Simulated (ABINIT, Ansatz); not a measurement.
**Quasiparticle gap of SnF4 (I4/mmm) in ABINIT**

How does a plane-wave GW calculation on SnF4 (I4/mmm) run from the first input to the gap?

Program: ABINIT 10.8.3. Level of theory: PBEsol and many-body steps on it, plane waves. Results are calculated unless marked as measured.

Report form: the programs' logs are mostly left out.

### Step 1. The structure

The structure is tetragonal, space group I4/mmm (No. 139). Conventional cell: a = 4.050 Å, b = 4.050 Å, c = 7.930 Å, α = 90.00°, β = 90.00°, γ = 90.00°. Sn has 6 F at 1.88 to 2.03 Å nearest. F has 1 Sn at 1.88 Å nearest. Nearest to F lie 2 Sn at 2.03 Å. Farther neighbours and most contacts between anions are not listed.

The cell and positions come from the Crystallography Open Database and are kept as given unless a step says otherwise.

### Step 2. Ground state

This step: ABINIT 10.8.3; DFT, PBEsol, plane waves, norm-conserving pseudopotentials.

The ground-state density comes first.

Input file run.abi:

```
acell 3*1.0 Angstrom
rprim 
  -2.025000000000 2.025000000000 3.965000000000
  2.025000000000 -2.025000000000 3.965000000000
  2.025000000000 2.025000000000 -3.965000000000
ntypat 2
znucl 50 9
natom 5
typat 1 2 2 2 2
xred 
  0.000000000000 0.000000000000 0.000000000000
  0.237000000000 0.237000000000 0.000000000000
  0.763000000000 0.763000000000 0.000000000000
  0.500000000000 0.000000000000 0.500000000000
  0.000000000000 0.500000000000 0.500000000000
pp_dirpath "pseudos"
pseudos "Sn.upf, F.upf"
ecut 38
ngkpt 8 8 8
nshiftk 1
shiftk 0 0 0
kptopt 1
chksymbreak 0
nband 31
occopt 1
tolvrs 1e-10
nstep 60
prtwf 0
optforces 0
optstress 0
indata_prefix "in"
outdata_prefix "out"
tmpdata_prefix "tmp"
```

The run is started by

```
$ OMP_NUM_THREADS=1 mpirun -n 8 abinit run.abi > log
```

Elapsed: 2.3 min, on 8 MPI ranks of Arm Neoverse N1, shared host; peak memory 0.97 GiB; 19 min of CPU time.

This step gave:

```yaml
total_energy: -8700.7475 eV
gap: 3.412 eV
k_of_the_valence_top: 0.5, 0.5, 0
k_of_the_conduction_bottom: 0, 0, 0
least_direct_gap: 3.650 eV
```

The gap is indirect, with the least direct gap 0.24 eV higher.

### Step 3. Bands along the symmetry lines

Levels along a band path, at the cheap level, show where the edges lie and whether the meshes to come will hold them.

Input file run.abi:

```
acell 3*1.0 Angstrom
rprim 
  -2.025000000000 2.025000000000 3.965000000000
  2.025000000000 -2.025000000000 3.965000000000
  2.025000000000 2.025000000000 -3.965000000000
ntypat 2
znucl 50 9
natom 5
typat 1 2 2 2 2
xred 
  0.000000000000 0.000000000000 0.000000000000
  0.237000000000 0.237000000000 0.000000000000
  0.763000000000 0.763000000000 0.000000000000
  0.500000000000 0.000000000000 0.500000000000
  0.000000000000 0.500000000000 0.500000000000
pp_dirpath "pseudos"
pseudos "Sn.upf, F.upf"
ecut 38
iscf -2
irdden 1
kptopt 0
nkpt 76
kpt 
  0.00000000 0.00000000 0.00000000
  0.00000000 0.00000000 0.06250000
  0.00000000 0.00000000 0.12500000
  0.00000000 0.00000000 0.18750000
  0.00000000 0.00000000 0.25000000
  0.00000000 0.00000000 0.31250000
  0.00000000 0.00000000 0.37500000
  0.00000000 0.00000000 0.43750000
  0.00000000 0.00000000 0.50000000
  0.03125000 0.03125000 0.46875000
  0.06250000 0.06250000 0.43750000
  0.09375000 0.09375000 0.40625000
  0.12500000 0.12500000 0.37500000
  0.15625000 0.15625000 0.34375000
  0.18750000 0.18750000 0.31250000
  0.21875000 0.21875000 0.28125000
  0.25000000 0.25000000 0.25000000
  0.21875000 0.28125000 0.21875000
  0.18750000 0.31250000 0.18750000
  0.15625000 0.34375000 0.15625000
  0.12500000 0.37500000 0.12500000
  0.09375000 0.40625000 0.09375000
  0.06250000 0.43750000 0.06250000
  0.03125000 0.46875000 0.03125000
  0.00000000 0.50000000 0.00000000
  0.00000000 0.43750000 0.00000000
  0.00000000 0.37500000 0.00000000
  0.00000000 0.31250000 0.00000000
  0.00000000 0.25000000 0.00000000
  0.00000000 0.18750000 0.00000000
  0.00000000 0.12500000 0.00000000
  0.00000000 0.06250000 0.00000000
  0.00000000 0.00000000 0.00000000
  0.06250000 0.06250000 -0.06250000
  0.12500000 0.12500000 -0.12500000
  0.18750000 0.18750000 -0.18750000
  0.25000000 0.25000000 -0.25000000
  0.31250000 0.31250000 -0.31250000
  0.37500000 0.37500000 -0.37500000
  0.43750000 0.43750000 -0.43750000
  0.50000000 0.50000000 -0.50000000
  0.47690105 0.52309895 -0.47690105
  0.45380211 0.54619789 -0.45380211
  0.43070316 0.56929684 -0.43070316
  0.40760421 0.59239579 -0.40760421
  0.38450526 0.61549474 -0.38450526
  0.36140631 0.63859369 -0.36140631
  0.33830737 0.66169263 -0.33830737
  0.31520842 0.68479158 -0.31520842
  -0.31520842 0.31520842 0.31520842
  -0.27580737 0.27580737 0.27580737
  -0.23640631 0.23640631 0.23640631
  -0.19700526 0.19700526 0.19700526
  -0.15760421 0.15760421 0.15760421
  -0.11820316 0.11820316 0.11820316
  -0.07880211 0.07880211 0.07880211
  -0.03940105 0.03940105 0.03940105
  0.00000000 0.00000000 0.00000000
  0.00000000 0.00000000 0.50000000
  -0.01630211 0.01630211 0.50000000
  -0.03260421 0.03260421 0.50000000
  -0.04890632 0.04890632 0.50000000
  -0.06520842 0.06520842 0.50000000
  -0.08151053 0.08151053 0.50000000
  -0.09781263 0.09781263 0.50000000
  -0.11411474 0.11411474 0.50000000
  -0.13041684 0.13041684 0.50000000
  0.50000000 0.50000000 -0.13041684
  0.50000000 0.50000000 -0.17661474
  0.50000000 0.50000000 -0.22281263
  0.50000000 0.50000000 -0.26901053
  0.50000000 0.50000000 -0.31520842
  0.50000000 0.50000000 -0.36140631
  0.50000000 0.50000000 -0.40760421
  0.50000000 0.50000000 -0.45380211
  0.50000000 0.50000000 -0.50000000
istwfk *1
nband 32
nbdbuf 2
tolwfr 1e-08
nstep 40
prtwf 0
prtvol 0
indata_prefix "in"
outdata_prefix "out"
tmpdata_prefix "tmp"
```

Run time: 67 s. Hardware: 8 MPI ranks; peak memory 0.74 GiB.

Numbers from this step:

* gap: 3.412 eV
* k of the valence top: 0, 0, 0.5
* k of the conduction bottom: 0, 0, 0
* least direct gap: 3.650 eV

The gap is 3.412 eV, as in the run before at this level.

The electronic bands at the labelled points (eV, zero at the top of the highest filled band):

```csv
point,band 22,band 23,band 24,band 25,band 26,band 27,band 28,band 29
Γ,-1.22,-1.22,-0.24,-0.24,3.41,11.65,12.69,12.69
halfway,-1.07,-0.83,-0.64,-0.23,5.11,10.71,11.36,12.51
X,-1.02,-0.62,-0.29,0.00,7.82,8.75,9.36,11.21
halfway,-1.10,-0.78,-0.21,-0.03,7.82,8.84,9.27,11.19
P,-1.11,-1.11,-0.10,-0.10,7.83,9.05,9.05,11.16
halfway,-0.97,-0.90,-0.31,-0.23,6.57,9.24,10.95,11.51
N,-0.81,-0.75,-0.63,-0.49,6.05,9.39,11.88,12.28
halfway,-1.05,-0.87,-0.48,-0.37,4.49,11.02,12.19,12.48
Γ,-1.22,-1.22,-0.24,-0.24,3.41,11.65,12.69,12.69
halfway,-1.13,-1.13,-0.20,-0.20,4.07,10.77,12.93,12.93
M,-1.04,-1.04,-0.16,-0.16,4.59,10.43,12.56,13.20
halfway,-1.05,-0.98,-0.25,-0.17,4.92,10.61,11.59,12.93
S,-1.03,-0.83,-0.49,-0.25,5.79,10.02,11.12,12.46
jump to S0,-1.03,-0.83,-0.49,-0.25,5.79,10.02,11.12,12.46
halfway,-0.99,-0.73,-0.70,-0.45,4.84,10.64,12.34,12.72
Γ,-1.22,-1.22,-0.24,-0.24,3.41,11.65,12.69,12.69
jump to X,-1.02,-0.62,-0.29,0.00,7.82,8.75,9.36,11.21
halfway,-1.08,-0.61,-0.31,-0.01,7.44,9.13,9.51,11.19
R,-1.23,-0.59,-0.39,-0.03,6.82,9.76,9.94,11.14
jump to G,-1.23,-0.59,-0.39,-0.03,6.82,9.76,9.94,11.14
halfway,-1.16,-0.82,-0.36,-0.11,5.23,10.73,11.44,11.85
M,-1.04,-1.04,-0.16,-0.16,4.59,10.43,12.56,13.20
```

### Step 4. Empty states on the mesh, 4×4×4 mesh, 227 bands

The sums over transitions need many empty states on a uniform mesh; this step solves for them.

Input file run.abi:

```
acell 3*1.0 Angstrom
rprim 
  -2.025000000000 2.025000000000 3.965000000000
  2.025000000000 -2.025000000000 3.965000000000
  2.025000000000 2.025000000000 -3.965000000000
ntypat 2
znucl 50 9
natom 5
typat 1 2 2 2 2
xred 
  0.000000000000 0.000000000000 0.000000000000
  0.237000000000 0.237000000000 0.000000000000
  0.763000000000 0.763000000000 0.000000000000
  0.500000000000 0.000000000000 0.500000000000
  0.000000000000 0.500000000000 0.500000000000
pp_dirpath "pseudos"
pseudos "Sn.upf, F.upf"
ecut 38
ngkpt 4 4 4
nshiftk 1
shiftk 0 0 0
kptopt 1
chksymbreak 0
irdden 1
istwfk *1
nband 227
prtvol 0
optdriver 6
gwr_task "HDIAGO"
paral_kgb 0
occopt 1
indata_prefix "in"
outdata_prefix "out"
tmpdata_prefix "tmp"
```

The job ended after 4.6 min (8 MPI ranks; peak memory 11 GiB).

This step gave:

```yaml
gap: 3.412 eV
k_of_the_valence_top: 0.5, 0.5, 0
k_of_the_conduction_bottom: 0, 0, 0
least_direct_gap: 3.650 eV
k_points_computed: 13
lowest_point_of_the_top_converged_band_above_the_valence_top: 115.5624 eV
```

On this mesh the gap is 3.412 eV.

### Step 5. Screening, 4×4×4 mesh, 104 bands, screening to 141.5 eV

The RPA dielectric matrix is built and inverted for each q.

This step: RPA screening on PBEsol, plane waves, norm-conserving pseudopotentials.

Changes to run.abi since step 4:

```diff
@@ -23,10 +23,11 @@
 chksymbreak 0
-irdden 1
 istwfk *1
-nband 227
-prtvol 0
-optdriver 6
-gwr_task "HDIAGO"
-paral_kgb 0
 occopt 1
+irdwfk 1
+optdriver 3
+nband 104
+ecuteps 5.2
+inclvkb 2
+awtr 1
+symchi 1
 indata_prefix "in"
```

Run time: 9.1 min. Hardware: 8 MPI ranks; peak memory 6.1 GiB.

This step gave:

```yaml
eps_infinity_with_local_fields_on_this_mesh_along_the_program_s_q_direction: 2.388
the_same_without_local_fields: 2.501
plasma_frequency: 32.56 eV
plane_waves_in_the_screening_matrix: 251
```

Local fields lower ε∞ by 4 %.

### Step 6. Self-energy, 4×4×4 mesh, 104 bands, screening to 141.5 eV

The self-energy is evaluated for the states that the input lists, and the levels follow from it, in one-shot runs by the linearised quasiparticle equation.

This step: G0W0 on PBEsol, plane waves, norm-conserving pseudopotentials.

Changes to run.abi since step 5:

```diff
@@ -26,8 +26,17 @@
 irdwfk 1
-optdriver 3
+optdriver 4
 nband 104
+gwcalctyp 0
+ecutsigx 38
+symsigma 1
+nkptgw 2
+kptgw 
+  0.5000000000 0.5000000000 0.0000000000
+  0.0000000000 0.0000000000 0.0000000000
+bdgw 
+  24 27
+  24 27
 ecuteps 5.2
-inclvkb 2
-awtr 1
-symchi 1
+irdscr 1
+ppmodel 1
 indata_prefix "in"
```

It took 25 s on 8 MPI ranks; peak memory 4.5 GiB; 3.3 min of CPU time.

Numbers from this step:

```
G0W0 gap on the points computed              : 7.137 eV
starting gap on the mesh                     : 3.412 eV
k of the valence top                         : 0.5, 0.5, 0
k of the conduction bottom                   : 0, 0, 0
Z at the valence top                         : 0.807
Z at the conduction bottom                   : 0.863
least direct G0W0 gap on the computed points : 7.379 eV
```

The gap on the mesh goes from 3.41 eV to 7.14 eV, a correction of +3.72 eV.

Limits: finite bands, cutoff and mesh; no spin-orbit coupling. v1 is the top filled band, c1 the lowest empty one. The levels before and after the correction (eV, zero at the valence-band top of each column):

```csv
,conduction bottom,valence top
Kohn-Sham,3.41,0.00
G0W0,7.14,0.00
```

```csv
,level,energy (eV)
Kohn-Sham,(0.5 0.5 0) v2,-0.286
Kohn-Sham,(0.5 0.5 0) v1,0.000
Kohn-Sham,(0.5 0.5 0) c1,7.825
Kohn-Sham,(0.5 0.5 0) c2,8.749
Kohn-Sham,Γ v2-v1,-0.238
Kohn-Sham,Γ c1,3.412
Kohn-Sham,Γ c2,11.645
G0W0,(0.5 0.5 0) v2,-0.318
G0W0,(0.5 0.5 0) v1,0.000
G0W0,(0.5 0.5 0) c1,12.589
G0W0,(0.5 0.5 0) c2,12.590
G0W0,Γ v2-v1,-0.242
G0W0,Γ c1,7.137
G0W0,Γ c2,15.131
```

### Step 7. Where the time went

Times are wall times on 8 MPI ranks of Arm Neoverse N1, shared host, good to a factor of about two.

```csv
step,time,share,memory (GiB)
ground state,2.3 min,13 %,0.97
bands along the symmetry lines,67 s,6 %,0.74
empty states on the mesh,4.6 min,26 %,11
screening,9.1 min,52 %,6.1
self-energy,25 s,2 %,4.5
```

### Step 8. What came out

```yaml
pbesol_gap: 3.41 eV, indirect
g0w0_gap_on_the_mesh: 7.14 eV
gw_settings: 4×4×4 mesh, 104 bands, screening to 141.5 eV, Godby-Needs plasmon pole
known_limits: not at the basis limit; no spin-orbit coupling
```

G0W0 moves the gap on the mesh from 3.41 eV to 7.14 eV (+3.72 eV), with Z of 0.81 and 0.86 at the edges. Local fields lower the RPA ε∞ on this mesh from 2.50 to 2.39. Only 2 of the mesh's irreducible points were corrected, so a valley elsewhere could overtake. The dearest step here is «screening». Bands and cutoff are finite, so the gap is not at the basis limit. The miss can reach some tenths of an eV and take either sign; the mesh is an error of its own. In the G0W0 run levels were corrected at 2 k points alone, so a gap called «on the mesh» is the least over those, and an edge elsewhere would be missed. The many-body steps are scalar-relativistic: spin-orbit coupling is not in them.

[Paths, hosts, dates, memory and timing lines, banners, echoed tables and standing remarks are left out of the program output.]

[Logs are printed without paths, hosts, clocks, repeated set-up lines and the standing remarks that a program may print on its own settings, such as how far it seeks lower states.]

[Runs of the session that timed out or met a known fault of the program may be left out.]

[Hosts, paths, dates, database ids (printed as entryN), source tags and the programs' standing remarks are cut or masked in the printed files.]

[G0W0 gaps are taken among the corrected bands and points alone; a level outside them can change the order at an edge.]

[Where Ansatz stands beside ABINIT at settings called matched, ABINIT's density can come from a denser mesh and the files from another edition; pairs whose starting gaps differed by over 0.03 eV were left out, so agreement reads better than it is.]
